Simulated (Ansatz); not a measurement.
# Preparing La2PbS4 (I-42d) as a host crystal, part 3 of 4

Before any defect goes in: La2PbS4 (I-42d) at rest, and how it screens a charge.

Ansatz 0.2.0; plane-wave PAW DFT, PBEsol; relaxation of the host's cell and atoms (the session's first sound run).

So far. Step 3 (Dielectric tensors of the host): The principal values of the electronic dielectric tensor are 9.65, 9.97 and 9.97. The principal values of the static dielectric tensor are 35.03, 38.65 and 38.65.

### 6. Defect free supercell relaxed from its symmetric sites

This cell, the one that will hold the defects, is built from the relaxed host. Its coarser k-points can move the atoms a little, so it is relaxed from the symmetric sites, as the reference for the test of stability.

This step: plane-wave PAW DFT, PBEsol; relaxation of the defect-free supercell from its symmetric sites (Ansatz 0.2.0).

The input, pristine.symmetric/input.yaml:

```yaml
crystal:
  lattice:
    - [0.0, 8.687003546, 8.6461405635]
    - [8.687003546, 0.0, 8.6461405635]
    - [8.687003546, 8.687003546, 0.0]
  atoms:
    - { symbol: La, position: [0.120060898, 0.004939102, 0.129939102] }
    - { symbol: La, position: [0.370060898, 0.254939102, 0.379939102] }
    - { symbol: La, position: [0.620060898, 0.504939102, 0.629939102] }
    - { symbol: La, position: [0.870060898, 0.754939102, 0.879939102] }
    - { symbol: La, position: [0.004939102, 0.120060898, 0.745060898] }
    - { symbol: La, position: [0.254939102, 0.370060898, 0.995060898] }
    - { symbol: La, position: [0.504939102, 0.620060898, 0.245060898] }
    - { symbol: La, position: [0.754939102, 0.870060898, 0.495060898] }
    - { symbol: La, position: [0.245060898, 0.629939102, 0.620060898] }
    - { symbol: La, position: [0.495060898, 0.879939102, 0.870060898] }
    - { symbol: La, position: [0.745060898, 0.129939102, 0.120060898] }
    - { symbol: La, position: [0.995060898, 0.379939102, 0.370060898] }
    - { symbol: La, position: [0.129939102, 0.745060898, 0.004939102] }
    - { symbol: La, position: [0.379939102, 0.995060898, 0.254939102] }
    - { symbol: La, position: [0.629939102, 0.245060898, 0.504939102] }
    - { symbol: La, position: [0.879939102, 0.495060898, 0.754939102] }
    - { symbol: Pb, position: [0.125, 0.625, 0.375] }
    - { symbol: Pb, position: [0.375, 0.875, 0.625] }
    - { symbol: Pb, position: [0.625, 0.125, 0.875] }
    - { symbol: Pb, position: [0.875, 0.375, 0.125] }
    - { symbol: Pb, position: [0.0, 0.0, 0.5] }
    - { symbol: Pb, position: [0.25, 0.25, 0.75] }
    - { symbol: Pb, position: [0.5, 0.5, 0.0] }
    - { symbol: Pb, position: [0.75, 0.75, 0.25] }
    - { symbol: S, position: [0.2208291505, 0.9733744934, 0.8555943188] }
    - { symbol: S, position: [0.4708291505, 0.2233744934, 0.1055943188] }
    - { symbol: S, position: [0.7208291505, 0.4733744934, 0.3555943188] }
    - { symbol: S, position: [0.9708291505, 0.7233744934, 0.6055943188] }
    - { symbol: S, position: [0.2305943188, 0.8252020373, 0.3458291505] }
    - { symbol: S, position: [0.4805943188, 0.0752020373, 0.5958291505] }
    - { symbol: S, position: [0.7305943188, 0.3252020373, 0.8458291505] }
    - { symbol: S, position: [0.9805943188, 0.5752020373, 0.0958291505] }
    - { symbol: S, position: [0.0752020373, 0.4805943188, 0.8483744934] }
    - { symbol: S, position: [0.3252020373, 0.7305943188, 0.0983744934] }
    - { symbol: S, position: [0.5752020373, 0.9805943188, 0.3483744934] }
    - { symbol: S, position: [0.8252020373, 0.2305943188, 0.5983744934] }
    - { symbol: S, position: [0.0983744934, 0.8458291505, 0.7305943188] }
    - { symbol: S, position: [0.3483744934, 0.0958291505, 0.9805943188] }
    - { symbol: S, position: [0.5983744934, 0.3458291505, 0.2305943188] }
    - { symbol: S, position: [0.8483744934, 0.5958291505, 0.4805943188] }
    - { symbol: S, position: [0.1055943188, 0.2002020373, 0.2233744934] }
    - { symbol: S, position: [0.3555943188, 0.4502020373, 0.4733744934] }
    - { symbol: S, position: [0.6055943188, 0.7002020373, 0.7233744934] }
    - { symbol: S, position: [0.8555943188, 0.9502020373, 0.9733744934] }
    - { symbol: S, position: [0.0958291505, 0.3483744934, 0.5752020373] }
    - { symbol: S, position: [0.3458291505, 0.5983744934, 0.8252020373] }
    - { symbol: S, position: [0.5958291505, 0.8483744934, 0.0752020373] }
    - { symbol: S, position: [0.8458291505, 0.0983744934, 0.3252020373] }
    - { symbol: S, position: [0.2002020373, 0.1055943188, 0.4708291505] }
    - { symbol: S, position: [0.4502020373, 0.3555943188, 0.7208291505] }
    - { symbol: S, position: [0.7002020373, 0.6055943188, 0.9708291505] }
    - { symbol: S, position: [0.9502020373, 0.8555943188, 0.2208291505] }
    - { symbol: S, position: [0.2233744934, 0.4708291505, 0.2002020373] }
    - { symbol: S, position: [0.4733744934, 0.7208291505, 0.4502020373] }
    - { symbol: S, position: [0.7233744934, 0.9708291505, 0.7002020373] }
    - { symbol: S, position: [0.9733744934, 0.2208291505, 0.9502020373] }
basis:
  ecutwfc: 420
  xc_grid: 2
hamiltonian:
  xc: pbesol
kpoints:
  mp_grid: { grid: [1, 1, 1], shift: [0.25, 0.25, 0.25] }
scf:
  occupations: { method: fermi_dirac, width: 0.01 }
  max_iter: 80
output:
  forces: true
relax:
  f_tol: 0.01
  max_steps: 60
  escape_saddle: false
checkpoint:
  write: "../pristine.symmetric.run"
  compress: false
  write_wavefunctions: false
  write_every: 100000
```

On the command line:

```console
ansatz run input.yaml --threads 4 --pin off --max-ram 7536MiB --backend cpu --events-out ev --progress --plain --runs-dir out
```

Numbers of over 12 decimals in the logs are rounded to 6 here.

The log of the run:

```text
[...]
Crystal: 56 atoms, lattice volume = 1304.945 Å³
Basis set: ecut = 420 eV, 25557 PW (Γ), exchange–correlation on 180×180×180 points (8 copies of the dense FFT grid, shifted against one another)
Bands: 296, of which v1, the nominal top of the filled ones, is band 240 counted from 1 (239 counted from 0)
Symmetry: 8 space group operations
k-points: 1
[...]
SCF iter   1: F=—  HF=-221035.039238 eV  |F-HF|=—  |Δ(HF+E_count)|=         —  Δρ=5.63e-3  dr2=6.01e-1  ethr=1.77e-3  ⟨swp⟩=10.0  Hψ=1517  notcnv=0  defer=12
[...]
SCF iter   6: F=-221034.914729 eV  HF=-221034.914731 eV  |F-HF|=1.19e-6  |Δ(HF+E_count)|=   4.81e-6  Δρ=9.12e-6  dr2=2.43e-6  ethr=5.21e-10  ⟨swp⟩=5.0  Hψ=1075  notcnv=0
SCF 1 converged in 6 iterations: F = -221034.914729 eV  dr2 = 2.43e-6
[...]
relax step   1: F+E_penalty+E_count = -221034.91472934 eV  Δ(F+E_penalty+E_count) = +0.000e0 eV  max|allowed force component| = 5.557e-2 eV/Å  Δτ_max = 0.0000 Å  (6 SCF iters, dr2 threshold 2.50e-6 eV, accepted)
[...]
relax step   2: F+E_penalty+E_count = -221034.91181411 eV  Δ(F+E_penalty+E_count) = +2.915e-3 eV  max|allowed force component| = 6.156e-2 eV/Å  Δτ_max = 0.0203 Å  (6 SCF iters, dr2 threshold 1.93e-7 eV, rejected (line search))
SCF iter   1: F=—  HF=-221034.921229 eV  |F-HF|=—  |Δ(HF+E_count)|=         —  Δρ=5.08e-4  dr2=4.60e-3  ethr=1.11e-5  ⟨swp⟩=6.0  Hψ=743  notcnv=0  defer=47
[...]
SCF iter   6: F=-221034.920855 eV  HF=-221034.920855 eV  |F-HF|=6.58e-9  |Δ(HF+E_count)|=   3.63e-8  Δρ=7.08e-7  dr2=1.13e-8  ethr=2.08e-11  ⟨swp⟩=4.0  Hψ=1018  notcnv=0
SCF 3 converged in 6 iterations: F = -221034.920855 eV  dr2 = 1.13e-8
relax step   3: F+E_penalty+E_count = -221034.92085519 eV  Δ(F+E_penalty+E_count) = -6.126e-3 eV  max|allowed force component| = 9.997e-3 eV/Å  Δτ_max = 0.0099 Å  (6 SCF iters, accepted)
SCF converged after 6 iterations
Free energy (F): -221034.920855 eV
[...]
Internal energy: -221034.920855 eV  (E = F + TS)
E sigma→0 (E₀):  -221034.920855 eV
Fermi energy:    10.342922 eV
[...]
--- Forces (eV/Å), atoms counted from 1 ---
  atom   1  La     0.00079668    -0.00761916    -0.00008821
  atom   2  La     0.00079668    -0.00761916    -0.00008821
  atom   3  La     0.00079668    -0.00761916    -0.00008821
  atom   4  La     0.00079668    -0.00761916    -0.00008821
  atom   5  La     0.00028883     0.00781357     0.00415897
  atom   6  La     0.00028883     0.00781357     0.00415897
  atom   7  La     0.00028883     0.00781357     0.00415897
  atom   8  La     0.00028883     0.00781357     0.00415897
  atom   9  La     0.00781357     0.00028883     0.00415897
  atom  10  La     0.00781357     0.00028883     0.00415897
  atom  11  La     0.00781357     0.00028883     0.00415897
  atom  12  La     0.00781357     0.00028883     0.00415897
  atom  13  La    -0.00761916     0.00079668    -0.00008821
  atom  14  La    -0.00761916     0.00079668    -0.00008821
  atom  15  La    -0.00761916     0.00079668    -0.00008821
  atom  16  La    -0.00761916     0.00079668    -0.00008821
  atom  17  Pb    -0.00094068    -0.00051583     0.00789544
  atom  18  Pb    -0.00094068    -0.00051583     0.00789544
  atom  19  Pb    -0.00094068    -0.00051583     0.00789544
  atom  20  Pb    -0.00094068    -0.00051583     0.00789544
  atom  21  Pb    -0.00051583    -0.00094068     0.00789544
  atom  22  Pb    -0.00051583    -0.00094068     0.00789544
  atom  23  Pb    -0.00051583    -0.00094068     0.00789544
  atom  24  Pb    -0.00051583    -0.00094068     0.00789544
  atom  25  S      0.00160496     0.00287807     0.00202727
  atom  26  S      0.00160496     0.00287807     0.00202727
  atom  27  S      0.00160496     0.00287807     0.00202727
  atom  28  S      0.00160496     0.00287807     0.00202727
  atom  29  S      0.00276525    -0.00201345     0.00292781
  atom  30  S      0.00276525    -0.00201345     0.00292781
  atom  31  S      0.00276525    -0.00201345     0.00292781
  atom  32  S      0.00276525    -0.00201345     0.00292781
  atom  33  S     -0.00336244     0.00307653    -0.00691968
  atom  34  S     -0.00336244     0.00307653    -0.00691968
  atom  35  S     -0.00336244     0.00307653    -0.00691968
  atom  36  S     -0.00336244     0.00307653    -0.00691968
  atom  37  S      0.00287807     0.00160496     0.00202727
  atom  38  S      0.00287807     0.00160496     0.00202727
  atom  39  S      0.00287807     0.00160496     0.00202727
  atom  40  S      0.00287807     0.00160496     0.00202727
[...]
atom  45  S     -0.00089352    -0.00387809    -0.00999591
  atom  46  S     -0.00089352    -0.00387809    -0.00999591
  atom  47  S     -0.00089352    -0.00387809    -0.00999591
  atom  48  S     -0.00089352    -0.00387809    -0.00999591
  atom  49  S     -0.00201345     0.00276525     0.00292781
  atom  50  S     -0.00201345     0.00276525     0.00292781
  atom  51  S     -0.00201345     0.00276525     0.00292781
  atom  52  S     -0.00201345     0.00276525     0.00292781
  atom  53  S     -0.00387809    -0.00089352    -0.00999591
  atom  54  S     -0.00387809    -0.00089352    -0.00999591
  atom  55  S     -0.00387809    -0.00089352    -0.00999591
  atom  56  S     -0.00387809    -0.00089352    -0.00999591
  max |Σ_I F_I| component: 4.56e-5 eV/Å
--- Relaxed structure (3 steps of the walk, 2 accepted, 0 SCFs on fresh bases) ---
  F+E_penalty+E_count = -221034.92085519 eV   max|allowed force component| = 9.997e-3 eV/Å
  atoms:
    - { symbol: La, position: [0.119772, 0.005398, 0.129741] }
    - { symbol: La, position: [0.369772, 0.255398, 0.379741] }
    - { symbol: La, position: [0.619772, 0.505398, 0.629741] }
    - { symbol: La, position: [0.869772, 0.755398, 0.879741] }
    - { symbol: La, position: [0.005470, 0.119731, 0.745179] }
    - { symbol: La, position: [0.255470, 0.369731, 0.995179] }
    - { symbol: La, position: [0.505470, 0.619731, 0.245179] }
    - { symbol: La, position: [0.755470, 0.869731, 0.495179] }
    - { symbol: La, position: [0.244731, 0.630470, 0.620179] }
    - { symbol: La, position: [0.494731, 0.880470, 0.870179] }
    - { symbol: La, position: [0.744731, 0.130470, 0.120179] }
    - { symbol: La, position: [0.994731, 0.380470, 0.370179] }
    - { symbol: La, position: [0.130398, 0.744772, 0.004741] }
    - { symbol: La, position: [0.380398, 0.994772, 0.254741] }
    - { symbol: La, position: [0.630398, 0.244772, 0.504741] }
    - { symbol: La, position: [0.880398, 0.494772, 0.754741] }
    - { symbol: Pb, position: [0.125081, 0.624954, 0.374914] }
    - { symbol: Pb, position: [0.375081, 0.874954, 0.624914] }
    - { symbol: Pb, position: [0.625081, 0.124954, 0.874914] }
    - { symbol: Pb, position: [0.875081, 0.374954, 0.124914] }
    - { symbol: Pb, position: [-4.604013869396398e-5, 8.073836565670241e-5, 0.499914] }
    - { symbol: Pb, position: [0.249954, 0.250081, 0.749914] }
    - { symbol: Pb, position: [0.499954, 0.500081, -8.621432842226273e-5] }
    - { symbol: Pb, position: [0.749954, 0.750081, 0.249914] }
    - { symbol: S, position: [0.220913, 0.973235, 0.855949] }
    - { symbol: S, position: [0.470913, 0.223235, 0.105949] }
    - { symbol: S, position: [0.720913, 0.473235, 0.355949] }
    - { symbol: S, position: [0.970913, 0.723235, 0.605949] }
    - { symbol: S, position: [0.230841, 0.825609, 0.345466] }
    - { symbol: S, position: [0.480841, 0.075609, 0.595466] }
    - { symbol: S, position: [0.730841, 0.325609, 0.845466] }
    - { symbol: S, position: [0.980841, 0.575609, 0.095466] }
    - { symbol: S, position: [0.075323, 0.480463, 0.848439] }
    - { symbol: S, position: [0.325323, 0.730463, 0.098439] }
    - { symbol: S, position: [0.575323, 0.980463, 0.348439] }
    - { symbol: S, position: [0.825323, 0.230463, 0.598439] }
    - { symbol: S, position: [0.098235, 0.845913, 0.730949] }
    - { symbol: S, position: [0.348235, 0.095913, 0.980949] }
    - { symbol: S, position: [0.598235, 0.345913, 0.230949] }
    - { symbol: S, position: [0.848235, 0.595913, 0.480949] }
    - { symbol: S, position: [0.105463, 0.200323, 0.223439] }
    - { symbol: S, position: [0.355463, 0.450323, 0.473439] }
    - { symbol: S, position: [0.605463, 0.700323, 0.723439] }
    - { symbol: S, position: [0.855463, 0.950323, 0.973439] }
    - { symbol: S, position: [0.095209, 0.348002, 0.575313] }
    - { symbol: S, position: [0.345209, 0.598002, 0.825313] }
    - { symbol: S, position: [0.595209, 0.848002, 0.075313] }
    - { symbol: S, position: [0.845209, 0.098002, 0.325313] }
    - { symbol: S, position: [0.200609, 0.105841, 0.470466] }
    - { symbol: S, position: [0.450609, 0.355841, 0.720466] }
    - { symbol: S, position: [0.700609, 0.605841, 0.970466] }
    - { symbol: S, position: [0.950609, 0.855841, 0.220466] }
    - { symbol: S, position: [0.223002, 0.470209, 0.200313] }
    - { symbol: S, position: [0.473002, 0.720209, 0.450313] }
    - { symbol: S, position: [0.723002, 0.970209, 0.700313] }
    - { symbol: S, position: [0.973002, 0.220209, 0.950313] }
```

It took 52 s on 4 threads of Arm Neoverse V1, shared host; peak memory 2.5 GiB; 3.3 min of CPU time.

Relaxation path:

```csv
step,energy less that of the first step (eV),largest force component (eV/Å)
1,0.0000,0.0556
2,0.0029,0.0616
3,-0.0061,0.0100
```

Relaxation step 2 was tried and not accepted.

The run keeps the 8 symmetry operations that it works with, so distortions that break them were not tested.

From the first step to the last the energy fell by 0.006 eV, and the largest move was 0.010 Å (S46 and 7 other atoms alike).

(Part 3 of 4 ends here.)

[Logs are printed without paths, hosts, clocks, repeated set-up lines and the standing remarks that a program may print on its own settings, such as how far it seeks lower states.]

[Hosts, paths, dates, database ids (printed as entryN), source tags and the programs' standing remarks are cut or masked in the printed files.]

[Runs of the host that timed out are not shown.]

[For some hosts the program warned that the k-mesh of the response run may be too coarse for force constants and the static dielectric constant; such warnings are not always shown.]
